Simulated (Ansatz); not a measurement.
**NaSrH3 in R-3c, a phase reached by a soft mode: a soft mode frozen in**

Aim: this structure of NaSrH3 in R-3c, a phase reached by a soft mode is to be tested for unstable modes, and one is followed downhill.

Program: Ansatz 0.2.0. Level of theory: DFT PBEsol, scalar-relativistic, plane waves, PAW; PAW set soft_1. Results are calculated unless marked as measured.

The structure was built from a prototype and need not be the compound's stable phase.

## 1. The starting structure

The structure is trigonal, space group R-3c (No. 167). Conventional cell: a = 6.204 Å, b = 6.204 Å, c = 16.176 Å, α = 90.00°, β = 90.00°, γ = 120.00°. Nearest to Na lie 3 H at 2.19 Å. Nearest to Sr lie 6 H at 2.42 Å. Nearest to H lie 1 Na at 2.19 Å and 2 Sr at 2.42 Å. Farther neighbours are not listed.

## 2. Zone-centre response

This phase was reached earlier by freezing in an unstable mode of a structure of higher symmetry and relaxing. Its zone-centre modes can show that it is still unstable.

Contents of input.yaml:

```yaml
crystal:
  lattice:
    - [3.1020648747, 1.7909779904, 5.3919793483]
    - [-3.1020648747, 1.7909779904, 5.3919793483]
    - [0.0, -3.5819559809, 5.3919793483]
  atoms:
    - { symbol: Na, position: [0.25, 0.25, 0.25] }
    - { symbol: Na, position: [0.75, 0.75, 0.75] }
    - { symbol: Sr, position: [0.5, 0.5, 0.5] }
    - { symbol: Sr, position: [0.0, 0.0, 0.0] }
    - { symbol: H, position: [0.6034771854, 0.25, 0.8965228146] }
    - { symbol: H, position: [0.3965228146, 0.75, 0.1034771854] }
    - { symbol: H, position: [0.8965228146, 0.6034771854, 0.25] }
    - { symbol: H, position: [0.1034771854, 0.3965228146, 0.75] }
    - { symbol: H, position: [0.25, 0.8965228146, 0.6034771854] }
    - { symbol: H, position: [0.75, 0.1034771854, 0.3965228146] }
kpoints:
  mp_grid: { grid: [6, 6, 6] }
hamiltonian:
  xc: pbesol
  pseudopotentials: { kind: paw, azcp: { folder: soft_1 }, xc_functional: pbe }
scf:
  occupations: { method: fixed }
output:
  eigenvalues: true
phonons:
  method: dfpt
  dielectric: true
  rigid_motions: translations
```

Command:

```bash
ansatz run input.yaml --threads 4 --pin off --max-ram 16384MiB --backend cpu --events-out ev --progress --plain --runs-dir out
```

Numbers of over 12 decimals in the logs are rounded to 6 here.

The program printed:

```text
Engine: ansatz 0.2.0, aarch64-unknown-linux-gnu
Pseudopotentials: kind: paw
Pseudopotential: Na, paw, valence charge 9, recommended cutoff 420 eV (normal), soft_1/Na.paw.azcp
Pseudopotential: Sr, paw, valence charge 10, recommended cutoff 420 eV (normal), soft_1/Sr.paw.azcp
Pseudopotential: H, paw, valence charge 1, recommended cutoff 420 eV (normal), soft_1/H.paw.azcp
Functional definition: PBEsol
  exchange = pbesol_x
  correlation = pbesol_c
Crystal: 10 atoms, lattice volume = 179.738 Å³
Basis set: ecut = 420 eV, 3493 PW (Γ), exchange–correlation on 96×96×96 points (8 copies of the dense FFT grid, shifted against one another)
Bands: 32, of which v1, the nominal top of the filled ones, is band 22 counted from 1 (21 counted from 0)
Symmetry: 12 space group operations
k-points: 112 of 216 (irreducible under 1 space group operation, time reversal used)
Non-local potential: Na, projectors of the file, l = 0: 3, l = 1: 2, l = 2: 1
Non-local potential: Sr, projectors of the file, l = 0: 3, l = 1: 2, l = 2: 2
Non-local potential: H, projectors of the file, l = 0: 2, l = 1: 1
PAW form: soft (Blöchl's): semilocal exchange-correlation on the pseudo side does not see the compensation charge
PAW frozen core: Na, regenerated for the run's functional, and the local potential with it (the file was generated under x = pbe(κ = 0.804, μ = 0.219515), c = pbe(β = 0.066725))
PAW frozen core: Sr, regenerated for the run's functional, and the local potential with it (the file was generated under x = pbe(κ = 0.804, μ = 0.219515), c = pbe(β = 0.066725))
PAW one-centre angular grid: Na, 110 points (default); XC on 64 Gauss nodes
PAW one-centre angular grid: Sr, 110 points (default); XC on 64 Gauss nodes
PAW one-centre angular grid: H, 110 points (default); XC on 64 Gauss nodes
Initial density: superposition of atomic densities (chi_scale 0.1, normalization cell, long waves kept (reshape's long-wave potential 0.00 eV rms))
Initial wavefunctions: pseudopotential atomic-orbital guess
Functional: x = pbesol(κ = 0.804, μ = 0.123457), c = pbesol(β = 0.046)
SCF iter   1: F=—  HF=-10034.895258 eV  |F-HF|=—  |Δ(HF+E_count)|=         —  Δρ=5.24e-2  dr2=6.04e0  ethr=3.10e-3  ⟨swp⟩=6.0  Hψ=15370  notcnv=0  defer=808
preconditioner: auto → Resta (q_TF=auto, 2.158 Å⁻¹)  ε∞=2.8  [insulator: Δε(μ)=3.609 eV  Ē_g=7.164 eV  n_scr=26 (ndim 8)  ℏωp=9.6 eV  f_vac=0.000  ε∞_Penn≈2.8]
SCF iter   2: F=—  HF=-10033.220301 eV  |F-HF|=—  |Δ(HF+E_count)|=    1.67e0  Δρ=2.16e-2  dr2=1.33e0  ethr=3.10e-3  ⟨swp⟩=2.0  Hψ=5465  notcnv=0  defer=802
SCF iter   3: F=—  HF=-10032.878604 eV  |F-HF|=—  |Δ(HF+E_count)|=   3.42e-1  Δρ=4.17e-3  dr2=3.18e-2  ethr=3.02e-3  ⟨swp⟩=2.0  Hψ=4159  notcnv=0  defer=815
SCF iter   4: F=—  HF=-10032.894111 eV  |F-HF|=—  |Δ(HF+E_count)|=   1.55e-2  Δρ=1.38e-3  dr2=2.31e-3  ethr=7.24e-5  ⟨swp⟩=3.9  Hψ=7720  notcnv=0  defer=893
SCF iter   5: F=—  HF=-10032.894587 eV  |F-HF|=—  |Δ(HF+E_count)|=   4.76e-4  Δρ=2.41e-4  dr2=9.76e-5  ethr=5.25e-6  ⟨swp⟩=2.0  Hψ=5868  notcnv=0  defer=893
SCF iter   6: F=—  HF=-10032.894694 eV  |F-HF|=—  |Δ(HF+E_count)|=   1.07e-4  Δρ=3.79e-5  dr2=2.66e-6  ethr=2.22e-7  ⟨swp⟩=2.1  Hψ=5222  notcnv=0  defer=893
SCF iter   7: F=—  HF=-10032.894718 eV  |F-HF|=—  |Δ(HF+E_count)|=   2.41e-5  Δρ=6.39e-6  dr2=9.80e-8  ethr=6.05e-9  ⟨swp⟩=2.0  Hψ=5576  notcnv=0  defer=812
SCF iter   8: F=—  HF=-10032.894718 eV  |F-HF|=—  |Δ(HF+E_count)|=   1.27e-7  Δρ=1.37e-6  dr2=4.98e-9  ethr=2.23e-10  ⟨swp⟩=2.0  Hψ=5641  notcnv=0  defer=813
SCF iter   9: F=-10032.894718 eV  HF=-10032.894718 eV  |F-HF|=1.40e-10  |Δ(HF+E_count)|=   8.22e-9  Δρ=1.95e-7  dr2=7.96e-11  ethr=1.00e-12  ⟨swp⟩=20.1  Hψ=35852  notcnv=0
SCF 1 converged in 9 iterations: F = -10032.894718 eV  dr2 = 7.96e-11
  greatest PAW one-centre occupation: 0.999 electrons in one spin orbital (limit 2), on the Na atom at site 1 (counted from 0), in its partial waves of l = 0
NSCF: frozen V_eff on 6 k-points
DFPT response loops at Γ: preconditioner auto → Resta (q_TF=auto, 2.158 Å⁻¹)  ε∞=4.8 (no band partly filled); β = 1.00, the filter's whole step (`scf.mixing.beta` (0.50) is not read by the response loops at its default; to damp them type it under 1.00, their step now; it binds the ground state too); Broyden in place of MSR1
── the response to a field inside a basis, on 6×6×6 k-points: an SCF that follows is theirs, and a resumed run solves both again ──
Bands: 23, of which v1, the nominal top of the filled ones, is band 22 counted from 1 (21 counted from 0)
k-points: 28 of 216
Initial density: handed on by an earlier stage of this run
Initial wavefunctions: pseudopotential atomic-orbital guess (no wavefunctions were taken with the density)
Eigensolver: Dense (28 Hₖ)
SCF iter   1: F=—  HF=-10032.882895 eV  |F-HF|=—  |Δ(HF+E_count)|=         —  Δρ=1.13e-4  dr2=6.80e-6  ethr=1.00e-1
preconditioner: auto → Resta (q_TF=auto, 2.158 Å⁻¹)  ε∞=6.0  [insulator: Δε(μ)=2.719 eV  Ē_g=4.276 eV  n_scr=26 (ndim 8)  ℏωp=9.6 eV  f_vac=0.000  ε∞_Penn≈6.0]
SCF iter   2: F=—  HF=-10032.882900 eV  |F-HF|=—  |Δ(HF+E_count)|=   5.49e-6  Δρ=6.02e-5  dr2=2.10e-6  ethr=1.55e-8
SCF iter   3: F=-10032.882903 eV  HF=-10032.882903 eV  |F-HF|=6.86e-8  |Δ(HF+E_count)|=   3.05e-6  Δρ=6.39e-6  dr2=9.84e-8  ethr=4.78e-9
SCF 1 converged in 3 iterations: F = -10032.882903 eV  dr2 = 9.84e-8
DFPT response loops at Γ: preconditioner auto → Resta (q_TF=auto, 2.158 Å⁻¹)  ε∞=4.7 (no band partly filled); β = 1.00, the filter's whole step (`scf.mixing.beta` (0.50) is not read by the response loops at its default; to damp them type it under 1.00, their step now; it binds the ground state too); Broyden in place of MSR1
SCF converged after 9 iterations
Free energy (F): -10032.894718 eV
Harris-Foulkes:  -10032.894718 eV  (|F-HF|=1.40e-10)
Internal energy: -10032.894718 eV  (E = F + TS)
E sigma→0 (E₀):  -10032.894718 eV
Fermi energy:    1.679915 eV
--- Per-component energies (eV) ---
  E_band       = -728.868743
  E_kinetic    = 769.398413
  E_local      = -4708.794375  (includes V_loc(G=0)·N_el)
  E_nonlocal   = 1030.180706
  E_hartree    = 1468.815230
  E_xc         = -471.501047
  E_vxc        = -471.469089  (∫ρ·V_xc dr)
  E_paw        = -5850.349723  (= ΣΔE_a)
  E_vpaw       = -285.809621  (= ΣTr[D̂ρ^β])
  E_aug_tail   = -0.005358  (compensation charges beyond the density's cutoff)
  E_ewald      = -2271.016648
  E_core_change = 0.378084  (= ΣΔE_core)
  E_smearing   = -0.000000  (= −TS)
  E_closure    = 0.000000  (closes the sum)
  Σ components = -10032.894718   (vs F -10032.894718, Δ=0.00e0)
--- Band table (eV; the first three rows and the last of 112) ---
  k-point 0: bands = [... 18 lower, 0.4406, 1.5029, 1.6799, 1.6799, 4.2815, 4.7907, 4.7907, 7.0517, ... 6 higher]
  k-point 1: bands = [... 18 lower, 0.5035, 1.4054, 1.4346, 1.5499, 4.4722, 4.8401, 4.9096, 7.0036, ... 6 higher]
  k-point 2: bands = [... 18 lower, 0.6708, 0.9329, 1.2477, 1.2690, 4.9033, 5.0698, 5.1318, 6.2978, ... 6 higher]
  k-point 111: bands = [... 18 lower, 0.9842, 0.9842, 0.9842, 0.9842, 5.5948, 5.5948, 5.9273, 5.9273, ... 6 higher]
--- Phonons (Γ-DFPT): 6 representative perturbations + reference, on 112 of 216 k-points (Σ response iterations 23) ---
  k mesh reduced under 1 symmetry operation, with k and −k counted as one. Each operation leaves every solved perturbation unchanged. A smaller set is not considered because the run solves the response to a homogeneous field
  ASR residual: 7.031e-5 → 0.000e0 eV/Å²; symmetrization residual: 1.822e-6 eV/Å²
  ASR residual per site (eV/Å²): 7.03e-5 7.03e-5 2.73e-5 2.73e-5 4.09e-5 4.09e-5 4.39e-5 4.39e-5 4.09e-5 4.09e-5
  Γ frequencies (cm⁻¹): -263.32 -220.18 -220.18 -69.20 0.00 0.00 0.00 123.81 124.57 124.57 124.75 124.75 155.20 166.98 166.98 399.11 399.11 587.39 714.49 714.49 785.89 818.88 825.47 825.47 933.86 966.71 966.71 983.56 983.56 1098.66
  ε∞ (high-frequency dielectric tensor):
        3.325044     0.000000     0.000000
        0.000000     3.325044    -0.000000
        0.000000    -0.000000     3.403939
  softest optical mode at Γ: -263.32 cm⁻¹; the repairs (sum rule, projections) moved no ω² at Γ by more than (5.18 cm⁻¹)²
  Born effective charges Z* (e; rows j = field, columns β = displacement):
    site 0:
         1.00450    0.00000   -0.00000
        -0.00000    1.00450   -0.00000
         0.00000   -0.00000    1.09529
    site 1:
         1.00450    0.00000    0.00000
        -0.00000    1.00450   -0.00000
         0.00000   -0.00000    1.09529
    site 2:
         1.96777    0.01630    0.00000
        -0.01630    1.96777    0.00000
        -0.00000    0.00000    1.93874
    site 3:
         1.96777   -0.01630   -0.00000
         0.01630    1.96777    0.00000
         0.00000    0.00000    1.93874
    site 4:
        -1.02274    0.05540   -0.07213
         0.05540   -0.95877    0.04164
        -0.06399    0.03695   -1.01134
    site 5:
        -1.02274    0.05540   -0.07213
         0.05540   -0.95877    0.04164
        -0.06399    0.03695   -1.01134
    site 6:
        -0.92679    0.00000    0.00000
        -0.00000   -1.05472   -0.08329
         0.00000   -0.07389   -1.01134
    site 7:
        -0.92679    0.00000    0.00000
        -0.00000   -1.05472   -0.08329
        -0.00000   -0.07389   -1.01134
    site 8:
        -1.02274   -0.05540    0.07213
        -0.05540   -0.95877    0.04164
         0.06399    0.03695   -1.01134
    site 9:
        -1.02274   -0.05540    0.07213
        -0.05540   -0.95877    0.04164
         0.06399    0.03695   -1.01134
  Z* charge neutrality: 2.212e-3 e pre-enforcement
  solved inside a basis spanned on kpoints, on 6×6×6 k-points, its susceptibility summed on 10×10×10: ε∞ is read to err by 8.2e-3, Z* by 1.1e-2 e (field_mesh: kpoints solves on kpoints); Z* is corrected for what the basis lacks
  optical modes at Γ without the LO–TO term, one row a degenerate level:
      ω (cm⁻¹)  modes    IR ((D/Å)²/amu)
       -263.32      1            81.8772
       -220.18      2            46.5011
        -69.20      1             0.0000
        123.81      1             0.0000
        124.57      2             0.0000
        124.75      2             0.0024
        155.20      1            10.1939
[...]
optical modes at Γ + LO–TO along q̂ = [1.0000, 0.0000, 0.0000]:
      ω (cm⁻¹)  modes    IR ((D/Å)²/amu)
[...]
optical modes at Γ + LO–TO along q̂ = [0.0000, 1.0000, 0.0000]:
      ω (cm⁻¹)  modes    IR ((D/Å)²/amu)
[...]
optical modes at Γ + LO–TO along q̂ = [0.0000, 0.0000, 1.0000]:
      ω (cm⁻¹)  modes    IR ((D/Å)²/amu)
[...]
166.98      2             1.9731
        399.11      2             0.0000
        444.01      1            51.0814
        587.39      1             0.0000
        714.49      2           172.9880
        785.89      1             0.0000
        818.88      1             0.0000
        825.47      2             0.0000
        966.71      2            58.3387
        983.56      2             0.0000
       1062.03      1            93.1485
       1098.66      1             0.0000
```

The job ended after 2.5 min (4 threads of Arm Neoverse V2, shared host; peak memory 2.4 GiB; 9.6 min of CPU time).

In the SCF lines HF is the Harris–Foulkes energy and dr2 the Hartree energy of the density residual, in eV; the loop may stop once dr2 is under the threshold and the program's other checks hold. Hψ counts applications of the Hamiltonian.

This step gave:

```
gap on the k-mesh                                       : 2.602 eV
volume per atom                                         : 17.97 Å³
sum-rule residual before enforcement                    : 7.03e-5 eV/Å²
miss of the charge sum rule                             : 0.002212 e
estimated error of the dielectric tensor                : 0.008187
estimated error of the Born charges                     : 0.01131 e
point group                                             : -3m
highest optical mode at the zone centre (no LO-TO term) : 1099 cm⁻¹
lowest optical zone-centre mode                         : -263.3 cm⁻¹
mean high-frequency dielectric constant                 : 3.351
largest Born charge (third of the trace)                : 1.958 e
top of the zone-centre spectrum with the field          : 1099 cm⁻¹
```

Without the LO-TO term. Patterns of degenerate modes are one choice out of their space. Modes at Γ, with each element's share of the kinetic energy (negative means imaginary):

```csv
mode,frequency (cm⁻¹),symmetry,Na %,Sr %,H %
1,-263.3,A2u,19,1,80
2,-220.2,Eu,4,0,96
3,-220.2,Eu,4,0,96
4,-69.2,A2g,98,0,2
5,0.0,acoustic,20,77,3
6,0.0,acoustic,20,77,3
7,0.0,acoustic,20,77,3
8,123.8,A1u,0,100,0
9,124.6,Eg,91,0,9
10,124.6,Eg,91,0,9
11,124.8,Eu,0,99,0
12,124.8,Eu,0,99,0
13,155.2,A2u,61,21,18
14,167.0,Eu,73,22,5
15,167.0,Eu,73,22,5
16,399.1,Eg,8,0,92
17,399.1,Eg,8,0,92
18,587.4,A2g,2,0,98
19,714.5,Eu,2,1,97
20,714.5,Eu,2,1,97
21,785.9,A1g,0,0,100
22,818.9,A1u,0,0,100
23,825.5,Eg,1,0,99
24,825.5,Eg,1,0,99
25,933.9,A2u,0,1,99
26,966.7,Eu,0,1,99
27,966.7,Eu,0,1,99
28,983.6,Eg,0,0,100
29,983.6,Eg,0,0,100
30,1098.7,A2g,0,0,100
```

Displacements in mode 1 (-263.3 cm⁻¹), the largest set to 1:
```
Na1  0.00  0.00  0.21
Na2  0.00  0.00  0.21
Sr3  0.00  0.00 -0.02
Sr4  0.00  0.00 -0.02
H5   0.56 -0.32 -1.00
H6   0.56 -0.32 -1.00
H7   0.00  0.65 -1.00
H8   0.00  0.65 -1.00
H9  -0.56 -0.32 -1.00
H10 -0.56 -0.32 -1.00
```

Displacements in mode 25 (933.9 cm⁻¹), the largest set to 1:
```
Na1  0.00  0.00 -0.01
Na2  0.00  0.00 -0.01
Sr3  0.00  0.00 -0.02
Sr4  0.00  0.00 -0.02
H5   0.87 -0.50  0.65
H6   0.87 -0.50  0.65
H7   0.00  1.00  0.65
H8   0.00  1.00  0.65
H9  -0.87 -0.50  0.65
H10 -0.87 -0.50  0.65
```

Before it was imposed, the acoustic sum rule was missed by 7.0e-5 eV/Å² and the charge sum rule by 0.0022 e. Small misses are needed for a sound result but don't prove that mesh and cutoff are converged. The lowest optical mode is imaginary, 263.3i cm⁻¹, so the energy falls along it.

## 3. The mode frozen in, largest atomic shift 0 Å

The mode followed lies at Γ with frequency 263.3i cm⁻¹, the softest among the wavevectors solved. At small amplitude the distorted cell has space group no. 161 by a symmetry search on the positions. The undistorted cell that holds it gives the zero of energy on the same k mesh.

Changes to input.yaml since step 2:

```diff
@@ -22,8 +22,6 @@
 scf:
-  occupations: { method: fixed }
+  occupations: { method: gaussian, width: 0.02 }
 output:
+  forces: true
+  stress: true
   eigenvalues: true
-phonons:
-  method: dfpt
-  dielectric: true
-  rigid_motions: translations
```

The program printed:

```text
[...]
Crystal: 10 atoms, lattice volume = 179.738 Å³
Basis set: ecut = 420 eV, 3493 PW (Γ), exchange–correlation on 90×90×90 points (8 copies of the dense FFT grid, shifted against one another)
Bands: 32, of which v1, the nominal top of the filled ones, is band 22 counted from 1 (21 counted from 0)
Symmetry: 12 space group operations
[...]
k-points: 32 of 216
[...]
k-point 0: bands = [... 18 lower, 0.4406, 1.5029, 1.6799, 1.6799, 4.2814, 4.7907, 4.7907, 7.0516, ... 4 higher]
  k-point 1: bands = [... 18 lower, 0.5035, 1.4054, 1.4346, 1.5499, 4.4721, 4.8401, 4.9096, 7.0036, ... 4 higher]
  k-point 2: bands = [... 18 lower, 0.6708, 0.9329, 1.2477, 1.2690, 4.9032, 5.0697, 5.1318, 6.2979, ... 4 higher]
  k-point 31: bands = [... 18 lower, 0.9842, 0.9842, 0.9842, 0.9842, 5.5946, 5.5946, 5.9274, 5.9274, ... 4 higher]
[key lines of the parts left out:]
SCF converged after 7 iterations
Free energy (F): -10032.894718 eV
Fermi energy:    2.980685 eV
P = ⅓ Tr σ = 0.0079 GPa (0.079 kbar)
```

It took 2.1 s on 4 threads; peak memory 0.54 GiB.

This step gave:

```
pressure                         : 0.007950 GPa
gap on the k-mesh                : 2.601 eV
energy from the undistorted cell : 0 meV/atom
```

At this level the gap is 2.60 eV on the k-mesh of the self-consistent run, which can miss the band edges.

## 4. The mode frozen in, largest atomic shift 0.6 Å

The atoms are moved along the unstable eigenvector, the largest shift by 0.6 Å, with the cell fixed.

input.yaml, the sections that differ from step 3:

```yaml
crystal:
  lattice:
    - [3.1020648747, 1.7909779904, 5.3919793483]
    - [-3.1020648747, 1.7909779904, 5.3919793483]
    - [0.0, -3.5819559809, 5.3919793483]
  atoms:
    - { symbol: Na, position: [0.2565197163, 0.2565197163, 0.2565197163] }
    - { symbol: Na, position: [0.7565197163, 0.7565197163, 0.7565197163] }
    - { symbol: Sr, position: [0.4993629877, 0.4993629877, 0.4993629877] }
    - { symbol: Sr, position: [-0.0006370123, -0.0006370123, -0.0006370123] }
    - { symbol: H, position: [0.6027782386, 0.1580727416, 0.8958238678] }
    - { symbol: H, position: [0.3958238678, 0.6580727416, 0.1027782386] }
    - { symbol: H, position: [0.8958238678, 0.6027782386, 0.1580727416] }
    - { symbol: H, position: [0.1027782386, 0.3958238678, 0.6580727416] }
    - { symbol: H, position: [0.1580727416, 0.8958238678, 0.6027782386] }
    - { symbol: H, position: [0.6580727416, 0.1027782386, 0.3958238678] }
# kpoints, hamiltonian, scf, output: as in step 3
```

The program printed:

```text
[...]
Crystal: 10 atoms, lattice volume = 179.738 Å³
Basis set: ecut = 420 eV, 3493 PW (Γ), exchange–correlation on 90×90×90 points (8 copies of the dense FFT grid, shifted against one another)
Bands: 32, of which v1, the nominal top of the filled ones, is band 22 counted from 1 (21 counted from 0)
Symmetry: 6 space group operations
[...]
k-points: 32 of 216 (time reversal used)
[...]
k-point 0: bands = [... 18 lower, 0.7105, 1.0089, 1.6272, 1.6272, 4.9398, 5.1070, 5.1070, 6.9549, ... 4 higher]
  k-point 1: bands = [... 18 lower, 0.7575, 0.9786, 1.4729, 1.5441, 4.9580, 5.0864, 5.1503, 6.8726, ... 4 higher]
  k-point 2: bands = [... 18 lower, 0.8759, 0.9606, 1.2492, 1.3493, 4.9560, 5.2111, 5.3001, 6.1848, ... 4 higher]
  k-point 31: bands = [... 18 lower, 1.1525, 1.1525, 1.1525, 1.1525, 5.2805, 5.2805, 5.9660, 5.9660, ... 4 higher]
[key lines of the parts left out:]
SCF converged after 8 iterations
Free energy (F): -10033.059294 eV
Fermi energy:    3.077223 eV
P = ⅓ Tr σ = -2.0759 GPa (-20.759 kbar)
```

Elapsed: 3.6 s, on 4 threads; peak memory 0.49 GiB.

This step gave:

* pressure: -2.076 GPa
* gap on the k-mesh: 2.900 eV
* energy from the undistorted cell: -16.46 meV/atom

The energy, extrapolated to zero smearing, is -16.46 meV/atom against the undistorted cell.

The run ends at a pressure of -2.08 GPa, with forces up to 0.42 eV/Å.

## 5. Energy along the mode, all amplitudes (two of the runs are shown above)

An imaginary frequency means negative curvature, so the energy should fall and then rise again as anharmonic terms take over.

Numbers from this step:

```yaml
depth_at_the_lowest_point_sampled: 16.46 meV/atom
largest_atomic_shift_at_that_point: 0.6 Å
```

Table of energy from the parent by largest atomic shift:

```csv
largest atomic shift (Å),energy from the parent (meV/atom)
0.000,0
0.040,-0.153
0.080,-0.607
0.140,-1.82
0.220,-4.26
0.320,-8.17
0.450,-13.3
0.600,-16.5
```

Displacement at unit largest shift by atom:

```csv
atom,x (Å),y (Å),z (Å),size
Na1,0.00,0.00,0.18,0.18
Na2,0.00,0.00,0.18,0.18
Sr3,0.00,0.00,-0.02,0.02
Sr4,0.00,0.00,-0.02,0.02
H5,0.47,-0.27,-0.84,1.00
H6,0.47,-0.27,-0.84,1.00
H7,0.00,0.55,-0.84,1.00
H8,0.00,0.55,-0.84,1.00
H9,-0.47,-0.27,-0.84,1.00
H10,-0.47,-0.27,-0.84,1.00
```

The lowest of the steps tried is the last one, at 0.6 Å, 16.5 meV/atom below the parent; the bottom of the well need not coincide with a step.

(Part 1 of 3 ends here.)

[Logs are printed without paths, hosts, clocks, repeated set-up lines and the standing remarks that a program may print on its own settings, such as how far it seeks lower states.]

[Hosts, paths, dates, database ids (printed as entryN), source tags and the programs' standing remarks are cut or masked in the printed files.]
